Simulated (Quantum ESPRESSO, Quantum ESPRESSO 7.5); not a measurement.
## Work function and surface energy of Ta(100) against thickness

How thick must a slab of Ta(100) be?

Main program and level: Quantum ESPRESSO 7.5; plane-wave DFT, PBE, GBRV ultrasoft pseudopotentials.

**Measured values to reproduce.**

For Ta (clean (100) face), “Anisotropic work function of elemental crystals” (2019, arxiv:1902.07811) quotes earlier work: work function (clean (100) face) 4.1 eV.

## (1) Set-up

The cell holds 8 atoms: 8 Ta. Its edges and angles: a = 3.310 Å, b = 3.310 Å, c = 26.585 Å, α = 90.0°, β = 90.0°, γ = 90.0°. It derives from Ta. Vacuum lies along c.

As a file:

```
Ta
1.0
     3.31000    0.00000    0.00000
     0.00000    3.31000    0.00000
     0.00000    0.00000   26.58500
Ta
8
Direct
  0.50000 0.50000 0.28211
  0.00000 0.00000 0.34437
  0.50000 0.50000 0.40662
  0.00000 0.00000 0.46887
  0.50000 0.50000 0.53113
  0.00000 0.00000 0.59338
  0.50000 0.50000 0.65563
  0.00000 0.00000 0.71789
```

## (2) The script

ASE writes the inputs, starts pw.x and reads the results. Under ESM bc1 the zero of energy of a symmetric slab is the vacuum, so the work function is minus the Fermi level.

Input file run.py:

```python
import json
import numpy as np
from ase.build import bcc100
from ase.calculators.espresso import Espresso, EspressoProfile

profile = EspressoProfile(command='mpirun -n 4 pw.x -nk 4', pseudo_dir='../pseudo')
pseudopotentials = {'Ta': 'ta_pbe_v1.uspp.F.UPF'}
system = {'ecutwfc': 40, 'ecutrho': 200, 'occupations': 'smearing', 'smearing': 'mv', 'degauss': 0.02}


def calculator(name, kpts, **extra):
    data = dict(control=dict(tprnfor=True, verbosity='high', disk_io='none'),
                system=system | extra,
                electrons=dict(conv_thr=1e-07, mixing_beta=0.4, mixing_mode='local-TF',
                               electron_maxstep=100))
    return Espresso(profile=profile, directory=name, pseudopotentials=pseudopotentials, kpts=kpts, input_data=data)


def centre(atoms):
    z = atoms.positions[:, 2]
    atoms.positions[:, 2] -= (z.max() + z.min()) / 2  # ESM wants the slab about z = 0
    return atoms


rows = []
for n in [3, 4, 5, 6, 7, 8]:
    slab = centre(bcc100('Ta', size=(1, 1, n), a=3.31, vacuum=7.5, periodic=True))
    slab.set_initial_magnetic_moments([0.0] * n)
    slab.calc = calculator(f'n{n}', (8, 8, 1), assume_isolated='esm', esm_bc='bc1')
    energy = slab.get_potential_energy()
    work = -slab.calc.get_fermi_level()
    force = slab.get_forces()[-1, 2]
    rows.append([n, energy, work, force])
    print(f'{n} layers: E = {energy:.5f} eV, work function {work:.3f} eV, force on the top atom {force:+.3f} eV/A')

n, energy = np.array(rows)[:, :2].T
slope, offset = np.polyfit(n[1:], energy[1:], 1)
area = np.linalg.norm(np.cross(*slab.cell[:2]))
gamma = offset / (2 * area) * 16.0218
print(f'bulk energy from the slope {slope:.5f} eV an atom; unrelaxed surface energy {gamma:.3f} J/m^2')
json.dump(dict(rows=rows, slope=slope, gamma=gamma), open('result.json', 'w'))
```

On the command line:

```console
OMP_NUM_THREADS=1 python run.py
```

Log:

```text
3 layers: E = -5787.21084 eV, work function 3.824 eV, force on the top atom -1.718 eV/A
4 layers: E = -7717.58724 eV, work function 3.985 eV, force on the top atom -0.886 eV/A
5 layers: E = -9648.04861 eV, work function 3.969 eV, force on the top atom -1.330 eV/A
6 layers: E = -11578.45279 eV, work function 3.981 eV, force on the top atom -1.326 eV/A
7 layers: E = -13508.80304 eV, work function 4.007 eV, force on the top atom -1.239 eV/A
8 layers: E = -15439.15656 eV, work function 4.007 eV, force on the top atom -1.302 eV/A
bulk energy from the slope -1930.38931 eV an atom; unrelaxed surface energy 2.871 J/m^2
```

The job ended after 14 min (4 MPI ranks of Arm Neoverse V1, shared host; peak memory 1.2 GiB).

The input that ASE wrote for the first run, and its log:

```
&CONTROL
   verbosity        = 'high'
   tprnfor          = .true.
   disk_io          = 'none'
   pseudo_dir       = '../pseudo'
/
&SYSTEM
   ecutwfc          = 40
   ecutrho          = 200
   occupations      = 'smearing'
   degauss          = 0.02
   smearing         = 'mv'
   assume_isolated  = 'esm'
   esm_bc           = 'bc1'
   ntyp             = 1
   nat              = 3
   ibrav            = 0
/
&ELECTRONS
   electron_maxstep = 100
   conv_thr         = 1e-07
   mixing_mode      = 'local-TF'
   mixing_beta      = 0.4
/
&IONS
/
&CELL
/
&FCP
/
&RISM
/
ATOMIC_SPECIES
Ta 180.94788 ta_pbe_v1.uspp.F.UPF

K_POINTS automatic
8 8 1  0 0 0

CELL_PARAMETERS angstrom
3.31000000000000 0.00000000000000 0.00000000000000
0.00000000000000 3.31000000000000 0.00000000000000
0.00000000000000 0.00000000000000 18.31000000000000

ATOMIC_POSITIONS angstrom
Ta 0.0000000000 0.0000000000 -1.6550000000  
Ta 1.6550000000 1.6550000000 0.0000000000  
Ta 0.0000000000 0.0000000000 1.6550000000
```

```text
Program PWSCF v.7.5 starts

     Parallel version (MPI & OpenMP), running on       4 processor cores
     Number of MPI processes:                 4
     Threads/MPI process:                     1

     MPI processes distributed on     1 nodes

Warning: card &CELL ignored
Warning: card &FCP ignored
Warning: card &RISM ignored

     Current dimensions of program PWSCF are:
     Max number of different atomic species (ntypx) = 10
     Max number of k-points (npk) =  40000
     Max angular momentum in pseudopotentials (lmaxx) =  4
     Message from routine setup:
     using ibrav=0 with symmetry is DISCOURAGED, use correct ibrav instead

     K-points division:     npool     =       4
     Subspace diagonalization in iterative solution of the eigenvalue problem:
     a serial algorithm will be used

     G-vector sticks info
     --------------------
     sticks:   dense  smooth     PW     G-vecs:    dense   smooth      PW
     Sum         621     497    149                64535    46283    7873

     Using Slab Decomposition

     bravais-lattice index     =            0
     lattice parameter (alat)  =       6.2550  a.u.
     unit-cell volume          =    1353.7577 (a.u.)^3
     number of atoms/cell      =            3
     number of atomic types    =            1
     number of electrons       =        39.00
     number of Kohn-Sham states=           24
     kinetic-energy cutoff     =      40.0000  Ry
     charge density cutoff     =     200.0000  Ry
     scf convergence threshold =      1.0E-07
     mixing beta               =       0.4000
     number of iterations used =            8  local-TF  mixing
     Exchange-correlation= SLA  PW   PBE  PBE
                           (   1   4   3   4   0   0   0)

     Effective Screening Medium Method
     =================================
     Boundary Conditions: Vacuum-Slab-Vacuum
     total charge in unit cell        =   0.0000
     grid points for fit at edges     =        4

[... 10 lines left out ...]
     PseudoPot. # 1 for Ta read from file:
     ../pseudo/ta_pbe_v1.uspp.F.UPF
     Pseudo is Ultrasoft + core correction, Zval = 13.0
     Generated by new atomic code, or converted to UPF format
     Using radial grid of  921 points,  7 beta functions with:
                l(1) =   0
                l(2) =   0
                l(3) =   1
                l(4) =   1
                l(5) =   2
                l(6) =   2
                l(7) =   3
     Q(r) pseudized with  6 coefficients,  rinner =    1.300   1.300   1.300
                                                       1.300   1.300   1.300
                                                       1.300

     atomic species   valence    mass     pseudopotential
     Ta               13.00   180.94788     Ta( 1.00)

     16 Sym. Ops., with inversion, found

                                    s                        frac. trans.

      isym =  1     identity

[... 498 lines left out ...]
            87 MiB allocation reported by mallinfo(arena+hblkhd)
------------------

     End of self-consistent calculation

          k = 0.0000 0.0000 0.0000 (  5773 PWs)   bands (ev):

   -72.2679 -72.2597 -71.3506 -38.8630 -38.8404 -38.6252 -38.6252 -38.5344
   -38.5344 -37.7867 -37.6764 -37.6764 -10.9413  -8.3035  -7.3285  -7.2610
    -5.2856  -4.1730  -3.8712  -3.5748  -3.5748  -2.9514  -2.8037  -2.8037

     occupation numbers
     1.0000   1.0000   1.0000   1.0000   1.0000   1.0000   1.0000   1.0000
     1.0000   1.0000   1.0000   1.0000   1.0000   1.0000   1.0000   1.0000
     1.0000   1.0787   0.5264   0.0397   0.0397   0.0000   0.0000   0.0000

[... 112 lines left out ...]

     the Fermi energy is    -3.8236 ev

!    total energy              =    -425.35218854 Ry
     estimated scf accuracy    <       0.00000005 Ry
     smearing contrib. (-TS)   =      -0.00222821 Ry
     internal energy E=F+TS    =    -425.34996034 Ry

     The total energy is F=E-TS. E is the sum of the following terms:
     one-electron contribution =    1449.17287357 Ry
     hartree contribution      =    -738.54970382 Ry
     xc contribution           =    -126.20873764 Ry
     ewald contribution        =   -1009.76439245 Ry

     convergence has been achieved in  31 iterations

     negative rho (up, down):  2.921E-01 0.000E+00

     Forces acting on atoms (cartesian axes, Ry/au):

     atom    1 type  1   force =     0.00000000    0.00000000    0.06682675
     atom    2 type  1   force =     0.00000000    0.00000000    0.00000000
     atom    3 type  1   force =     0.00000000    0.00000000   -0.06682675
     The non-local contrib.  to forces
     atom    1 type  1   force =     0.00000000    0.00000000   -0.38261994
     atom    2 type  1   force =     0.00000000    0.00000000    0.00000000
     atom    3 type  1   force =     0.00000000    0.00000000    0.38261994
     The ionic contribution  to forces
     atom    1 type  1   force =    -0.00000000   -0.00000000 -102.21635387
     atom    2 type  1   force =     0.00000000    0.00000000   -0.00000000
     atom    3 type  1   force =    -0.00000000   -0.00000000  102.21635387
     The local contribution  to forces
     atom    1 type  1   force =    -0.00000000    0.00000000  102.70526004
     atom    2 type  1   force =     0.00000000    0.00000000    0.00001446
     atom    3 type  1   force =     0.00000000   -0.00000000 -102.70523112
     The core correction contribution to forces
     atom    1 type  1   force =    -0.00000000   -0.00000000   -0.03966705
     atom    2 type  1   force =     0.00000000   -0.00000000   -0.00000000
     atom    3 type  1   force =    -0.00000000   -0.00000000    0.03966705
     The Hubbard contrib.    to forces
     atom    1 type  1   force =     0.00000000    0.00000000    0.00000000
     atom    2 type  1   force =     0.00000000    0.00000000    0.00000000
     atom    3 type  1   force =     0.00000000    0.00000000    0.00000000
     The SCF correction term to forces
     atom    1 type  1   force =     0.00000000   -0.00000000    0.00022204
     atom    2 type  1   force =    -0.00000000   -0.00000000   -0.00000000
     atom    3 type  1   force =     0.00000000   -0.00000000   -0.00022204

     Total force =     0.094507     Total SCF correction =     0.000314
     Message from routine punch:
     Nothing written, as per user request (disk_io='none')

=------------------------------------------------------------------------------=
   JOB DONE.
=------------------------------------------------------------------------------=
```

Read from the output:

```
surface energy                     : 2.871 J/m²
work function of the thickest slab : 4.007 eV
```

Table of work function by layers:

| layers | work function (eV) |
| --- | --- |
| 3.00 | 3.82 |
| 4.00 | 3.99 |
| 5.00 | 3.97 |
| 6.00 | 3.98 |
| 7.00 | 4.01 |
| 8.00 | 4.01 |

Force on the top atom along the normal against layers:

| layers | force on the top atom along the normal (eV/Å) |
| --- | --- |
| 3.00 | -1.72 |
| 4.00 | -0.886 |
| 5.00 | -1.33 |
| 6.00 | -1.33 |
| 7.00 | -1.24 |
| 8.00 | -1.30 |

The energy less the bulk line's slope by layers:

| layers | energy less the bulk line's slope (meV) |
| --- | --- |
| 3.00 | 3957 |
| 4.00 | 3970 |
| 5.00 | 3898 |
| 6.00 | 3883 |
| 7.00 | 3922 |
| 8.00 | 3958 |

## (3) Running the series: PBEsol, GBRV ultrasoft

Level of this step: plane-wave DFT, PBEsol, GBRV ultrasoft pseudopotentials (Quantum ESPRESSO 7.5).

run.py is the input of step 2 with these lines changed:

```diff
@@ -6,3 +6,3 @@
 profile = EspressoProfile(command='mpirun -n 4 pw.x -nk 4', pseudo_dir='../pseudo')
-pseudopotentials = {'Ta': 'ta_pbe_v1.uspp.F.UPF'}
+pseudopotentials = {'Ta': 'ta_pbesol_v1.uspp.F.UPF'}
 system = {'ecutwfc': 40, 'ecutrho': 200, 'occupations': 'smearing', 'smearing': 'mv', 'degauss': 0.02}
```

On the command line:

```console
OMP_NUM_THREADS=1 python run.py
```

Log:

```text
3 layers: E = -5781.45052 eV, work function 3.905 eV, force on the top atom -2.140 eV/A
4 layers: E = -7710.06319 eV, work function 4.061 eV, force on the top atom -1.318 eV/A
5 layers: E = -9638.77124 eV, work function 4.048 eV, force on the top atom -1.758 eV/A
6 layers: E = -11567.42109 eV, work function 4.062 eV, force on the top atom -1.748 eV/A
7 layers: E = -13496.01607 eV, work function 4.086 eV, force on the top atom -1.656 eV/A
8 layers: E = -15424.61542 eV, work function 4.082 eV, force on the top atom -1.728 eV/A
bulk energy from the slope -1928.63493 eV an atom; unrelaxed surface energy 3.241 J/m^2
```

The job ended after 14 min (4 MPI ranks; peak memory 1.2 GiB).

Numbers from this step:

```
surface energy                     : 3.241 J/m²
work function of the thickest slab : 4.082 eV
```

The work function by layers:

| layers | work function (eV) |
| --- | --- |
| 3.00 | 3.90 |
| 4.00 | 4.06 |
| 5.00 | 4.05 |
| 6.00 | 4.06 |
| 7.00 | 4.09 |
| 8.00 | 4.08 |

Table of force on the top atom along the normal by layers:

| layers | force on the top atom along the normal (eV/Å) |
| --- | --- |
| 3.00 | -2.14 |
| 4.00 | -1.32 |
| 5.00 | -1.76 |
| 6.00 | -1.75 |
| 7.00 | -1.66 |
| 8.00 | -1.73 |

Table of energy less the bulk line's slope by layers:

| layers | energy less the bulk line's slope (meV) |
| --- | --- |
| 3.00 | 4454 |
| 4.00 | 4477 |
| 5.00 | 4403 |
| 6.00 | 4388 |
| 7.00 | 4428 |
| 8.00 | 4464 |

## (4) Running the series, with ecutwfc = 10

One more run, with a changed input.

Level of this step: plane-wave DFT, PBE, GBRV ultrasoft pseudopotentials (Quantum ESPRESSO 7.5).

run.py is the input of step 2 with these lines changed:

```diff
@@ -7,3 +7,3 @@
 pseudopotentials = {'Ta': 'ta_pbe_v1.uspp.F.UPF'}
-system = {'ecutwfc': 40, 'ecutrho': 200, 'occupations': 'smearing', 'smearing': 'mv', 'degauss': 0.02}
+system = {'ecutwfc': 10, 'ecutrho': 200, 'occupations': 'smearing', 'smearing': 'mv', 'degauss': 0.02}
 
@@ -14,3 +14,3 @@
                 electrons=dict(conv_thr=1e-07, mixing_beta=0.4, mixing_mode='local-TF',
-                               electron_maxstep=100))
+                               electron_maxstep=60))
     return Espresso(profile=profile, directory=name, pseudopotentials=pseudopotentials, kpts=kpts, input_data=data)
@@ -25,3 +25,3 @@
 rows = []
-for n in [3, 4, 5, 6, 7, 8]:
+for n in [3, 4, 5]:
     slab = centre(bcc100('Ta', size=(1, 1, n), a=3.31, vacuum=7.5, periodic=True))
```

On the command line:

```console
OMP_NUM_THREADS=1 python run.py
```

Log:

```text
3 layers: E = -5658.14730 eV, work function 4.460 eV, force on the top atom -4.089 eV/A
4 layers: E = -7545.53270 eV, work function 4.647 eV, force on the top atom -3.660 eV/A
5 layers: E = -9434.69863 eV, work function 4.686 eV, force on the top atom -4.164 eV/A
bulk energy from the slope -1889.16593 eV an atom; unrelaxed surface energy 8.139 J/m^2
```

It took 47 s on 4 MPI ranks; peak memory 0.7 GiB; 3 min of CPU time.

The run finished, but its numbers are not taken as the system's. The fault: a cutoff far too low.

Beside the run it was changed from:

| quantity | this run | unchanged run | difference |
| --- | --- | --- | --- |
| work function of the thickest slab (eV) | 4.686 | 4.007 | 0.68 |
| surface energy (J/m²) | 8.139 | 2.871 | 5.3 |
| wall time (s) | 47 | 854 |  |
| SCF iterations | 69 | 204 |  |

The changed run covers the first three points of the series alone, which enters its fits and its time.

Levels move by up to 679 meV, so the change matters at the level of the results. The other quantities shown move by up to 1.8e+02 %.

## (5) By hand

γ = (E_N − N e_bulk)/(2A). The excess of the thickest slab is 3.958 eV and A = 10.956 Å²: 3.958/(2 × 10.956) × 16.02 = 2.89 J/m² (1 eV/Å² = 16.02 J/m²); the fit's intercept gives 2.87.

## (6) What came out

| Quantity | Value |
| --- | --- |
| work function of the thickest slab, PBE, GBRV ultrasoft | 4.01 eV |
| unrelaxed surface energy, PBE, GBRV ultrasoft | 2.87 J/m² |
| work function of the thickest slab, PBEsol, GBRV ultrasoft | 4.08 eV |
| unrelaxed surface energy, PBEsol, GBRV ultrasoft | 3.24 J/m² |

What this shows: The thickest slab gives a work function of 4.01 eV and the series an unrelaxed surface energy of 2.87 J/m² (PBE, GBRV ultrasoft). The work function swings by 0.18 eV over 3 to 8 layers and by 0.00 eV over the last step; confined states crossing the Fermi level and the finite mesh both contribute. From 4 layers on it stays within 0.1 eV. The force on the top atom of the thickest slab points inwards (1.30 eV/Å). The slabs are cut from the bulk at the tabulated lattice constant and not relaxed; the surface energy comes from a straight line through the energies of all but the thinnest slab. Spin-orbit coupling is left out; depending on the atoms that carry the band edges, it can split and shift them by tens to hundreds of meV.

Comparison with the measured values:

| quantity | measured | PBE, GBRV | PBEsol, GBRV |
| --- | --- | --- | --- |
| work function (clean (100) face) (eV) | 4.1 | 4.01 (-0.09 eV) | 4.08 (-0.02 eV) |

Measured values from arxiv:1902.07811 (2019).

**Verdict.** For the work function, of the levels listed nearest comes PBEsol, GBRV (-0.02 eV, good agreement) and farthest PBE, GBRV (-0.09 eV, good agreement).

[Long decimals in the printed logs are rounded to 6 places.]

[Repeated lines of the later SCF iterations (solver, time, negative density, dipole) and banner, clock, host and MPI lines are left out of these logs without a mark at each place.]

[Logs are printed without paths, hosts, clocks, repeated set-up lines and the standing remarks that a program may print on its own settings, such as how far it seeks lower states.]

[Hosts, paths, dates, database ids (printed as entryN), source tags and the programs' standing remarks are cut or masked in the printed files.]

[Maps of the electrostatic potential energy from Ansatz leave out the sawtooth potential of an applied field or a dipole correction, so their vacuum need not be flat; planar profiles and work functions include it.]
